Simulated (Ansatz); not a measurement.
# VSe2 monolayer (2H): from the cell to its phonons, part 2 of 2

Task: relax VSe2 monolayer (2H), then find its harmonic phonons.

Ansatz 0.2.0; DFT LDA, scalar-relativistic, plane waves, PAW.

So far. Step 4 (Tight relaxation): The largest force component left is 0.078 meV/Å, within the tolerances set. Step 5 (Modes at Γ): Before it was imposed, the acoustic sum rule was missed by 5.9e-5 eV/Å². Small misses are needed for a sound result but don't prove that mesh and cutoff are converged. The lowest optical mode is real, 126 cm⁻¹.

## 6. The dispersion (continued)

Tetrahedra on a 22×22×1 mesh, mean over bins of 5 cm-1. Interpolated from a 2×2×1 q mesh, rough between the solved points. The phonon density of states by wavenumber; read off at these points:

```
wavenumber (cm⁻¹)  phonon density of states (1/cm⁻¹/cell)
                2                                  7.7e-4
               12                                 0.00352
               22                                 0.00539
               32                                 0.00714
               42                                  0.0087
               48                                 0.00973
               58                                  0.0116
               68                                  0.0139
               78                                  0.0165
               88                                  0.0203
               98                                  0.0261
              108                                  0.0398
              118                                  0.0801
              128                                  0.0650
              132                                  0.0673
              142                                  0.0326
              152                                  0.0478
              162                                  0.0285
              172                                  0.0359
              178                                  0.0761
              182                                  0.0534
              192                                  0.0672
              202                                  0.0291
              212                                 0.00821
              222                                       0
              228                                       0
              238                                       0
              248                                       0
              258                                  0.0421
              268                                  0.0219
              278                                  0.0303
              288                                  0.0456
              298                                   0.206
              308                                  0.0112
              312                                  0.0101
              322                                 0.00859
              332                                 0.00761
              342                                 0.00689
              352                                  0.0014
```

The partial phonon density of states has structure finer than the step of the table below, so its rows give means over 10 cm⁻¹, whole bins alone (the curve runs from -10 to 372 cm⁻¹). Peaks (cm⁻¹: height): Se 114.9: 0.0566, 129.3: 0.0583, 150.9: 0.0426, 179.7: 0.0732, 194.2: 0.0658, 297.4: 0.0485; V 114.9: 0.0219, 261.4: 0.0412, 297.4: 0.101.

Phonopy on the run's constants, 21x21x1 mesh, Gaussian sigma 2.7 cm-1. Interpolated from a 2×2×1 q mesh, rough between the solved points. Partial phonon density of states against wavenumber; means over each step; values in 1/cm⁻¹/cell:

```
wavenumber (cm⁻¹)       Se        V
                0   6.7e-4   2.2e-4
               10  0.00205   6.6e-4
               20  0.00376  0.00121
               30  0.00523  0.00169
               40  0.00615  0.00199
               50  0.00755  0.00247
               60  0.00895  0.00294
               70   0.0116  0.00381
               80   0.0130  0.00430
               90   0.0159  0.00530
              100   0.0217  0.00729
              110   0.0404   0.0148
              120   0.0389   0.0157
              130   0.0470   0.0134
              140   0.0318  0.00242
              150   0.0392  0.00111
              160   0.0315   2.5e-4
              170   0.0353   8.5e-5
              180   0.0590   4.0e-4
              190   0.0430   6.7e-4
              200   0.0427   8.0e-4
              210   0.0104   2.7e-4
              220  0.00275   3.3e-5
              230   1.3e-5        0
              240   8.8e-6   4.0e-5
              250  0.00218  0.00920
              260  0.00880   0.0347
              270  0.00514   0.0181
              280  0.00900   0.0244
              290   0.0173   0.0408
              300   0.0292   0.0617
              310  0.00309  0.00838
              320  0.00228  0.00657
              330  0.00197  0.00583
              340  0.00175  0.00530
              350  0.00101  0.00310
              360   2.5e-5   7.5e-5
```

Symmetry leaves 2 wavevectors to solve. The lowest mode among them, the acoustic zeros apart, lies at q = (0, -0.5, 0) and is real, 115 cm⁻¹.

## 7. Another isotope

An isotope changes the mass and not the force constants, so no new electronic calculation is needed; the shifts show which modes move this element.

The same force constants with the mass of Se changed from 78.971 to 81.917 u (phonopy, no LO-TO term). Both lists are sorted by frequency; levels can cross, so a row need not hold one and the same mode. Modes under 3 cm⁻¹ are left out. Isotope shifts, by row:

```
       q  rank  natural mass (cm⁻¹)  changed mass (cm⁻¹)
   0 0 0     4                125.9                123.6
   0 0 0     5                125.9                123.6
   0 0 0     6                218.5                214.5
   0 0 0     7                294.5                293.2
   0 0 0     8                294.5                293.2
   0 0 0     9                351.4                349.8
0 -0.5 0     1                114.6                113.1
0 -0.5 0     2                115.8                114.1
0 -0.5 0     3                129.7                128.1
0 -0.5 0     4                152.4                149.7
0 -0.5 0     5                182.8                179.6
0 -0.5 0     6                203.6                199.9
0 -0.5 0     7                251.5                250.7
0 -0.5 0     8                286.6                285.1
0 -0.5 0     9                299.4                297.6
```

A mode of this element alone would shift by -1.81 %. The highest zone-centre frequency without the field goes from 351.4 to 349.8 cm⁻¹ (-0.4 %). The product of the frequency ratios over all optical modes at Γ is 0.934; the product rule, (m/m′)^(3k/2) (M′/M)^(3/2) with k = 2 such atoms and M the mass of the cell, gives 0.934.

## 8. Results

```
space group after relaxation (within 0.01 Å)            : P-6m2
area per atom                                           : 3.01 Å²
electronic character                                    : no gap on this mesh
highest optical mode at the zone centre (no LO-TO term) : 351 cm⁻¹
lowest optical zone-centre mode                         : 126 cm⁻¹
lowest mode on the q mesh (acoustic modes at Γ apart)   : 115 cm⁻¹
highest frequency on the path or at a solved wavevector : 351 cm⁻¹
imaginary modes on the 2×2×1 q mesh                     : none
net magnetic moment of the cell as run                  : 0.578 μB
```

In words: The structure is a minimum as far as tested: no mode is imaginary at the 2 irreducible wavevectors of the 2×2×1 mesh, and the softest away from the acoustic zeros lies at 115 cm⁻¹. The optical modes at Γ span 126 to 351 cm⁻¹. The highest mode in this list at Γ, 351.4 cm⁻¹, is mostly motion of V (76 % of the kinetic energy). On the path and the mesh, the widest gap between branches runs from 218 to 252 cm⁻¹. The ferromagnetic order comes from parallel starting moments and need not be the ground state. The q mesh stands for a supercell only 6.5 Å across, so branches between the solved wavevectors are rough. With no gap, or one that is small against the smearing, the frequencies hang on the k mesh and the smearing, most of all near Kohn anomalies. In a sheet or slab the interpolated bending branch near Γ is rough, since the rotational sum rule isn't imposed. A semilocal functional can close a gap that the real compound would have, so the metallic treatment may be an artefact of the level. A phonon run warned that its eigensolver left some bands unconverged in a pass. The starting cell was built on a prototype and not taken from a measurement. These are harmonic frequencies at zero temperature: anharmonic shifts, linewidths and thermal expansion are left out.

[Logs are printed without paths, hosts, clocks, repeated set-up lines and the standing remarks that a program may print on its own settings, such as how far it seeks lower states.]

[Hosts, paths, dates, database ids (printed as entryN), source tags and the programs' standing remarks are cut or masked in the printed files.]
